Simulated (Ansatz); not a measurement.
## Nb3Sn (Pm-3n): the Drude term of Re ε in the infrared

Re ε of Nb3Sn (Pm-3n) at low photon energies is read from one computed spectrum; the carriers' damping was typed as γ = 0.05 eV.

Cell: a, b, c = 5.282, 5.282, 5.282 Å (primitive vectors), 8 atoms.

Method: Ansatz 0.2.0, PBE, independent particles, k-mesh 4×4×4 with interpolation inside its cells, Gaussian parameter 0.15 eV.

Launch of the response step: `ansatz run input.yaml --threads 4 --pin off --max-ram 8192MiB --backend cpu --events-out ev --progress --plain --runs-dir out`. The run took 42 s, on 4 threads of AMD EPYC 9R14 (Zen 4), on a shared host.

| photon energy E (eV) | wavelength (µm) | Re ε |
| --- | --- | --- |
| 0.25 | 4.96 | ? |
| 0.30 | 4.13 | -122.8 |
| 0.35 | 3.54 | -96.8 |
| 0.40 | 3.10 | -76.7 |
| 0.50 | 2.48 | -49.4 |
| 0.60 | 2.07 | -32.8 |
| 0.70 | 1.77 | -21.6 |

A Drude term over a constant background gives Re ε = ε_b − ωp²/(E² + γ²), linear in 1/(E² + γ²).

Working, on the rows shown:

| x = 1/(E² + γ²) (eV⁻²) | y = Re ε |
| --- | --- |
| 10.8108 | -122.8 |
| 8 | -96.8 |
| 6.15385 | -76.7 |
| 3.9604 | -49.4 |
| 2.75862 | -32.8 |
| 2.03046 | -21.6 |

Means: x̄ = 5.619, ȳ = -66.683. Σ(x − x̄)(y − ȳ) = -655.8, Σ(x − x̄)² = 56.72. Slope = -655.8 / 56.72 = -11.56; intercept = ȳ − slope · x̄ = -1.7183. The line misses the rows shown by at most 3.9.

Question: Fill in the last column of the withheld row.

Answer: At x = 15.385 the line gives y = -179.59. The run gave -155.5, so the extrapolation is off by 24, 18 % of the range in the table. Beyond its data the fit drifts from the curve.

Refitted with all rows, the slope is -10.11 and the intercept -8.4914. These give ωp = √(−slope) = 3.18 eV, against 3.51 eV from the program's Fermi-surface sum, and an intercept of -8.5. Taking the program's Drude term off the rows leaves 34 at the lowest energy and 3 at the highest, so the background isn't constant: interband transitions lie in or near the window, and neither fitted number can be trusted. The values come from a sum over the points of one k-mesh and carry its error, which is largest for Fermi-surface quantities. Spin-orbit coupling is left out.
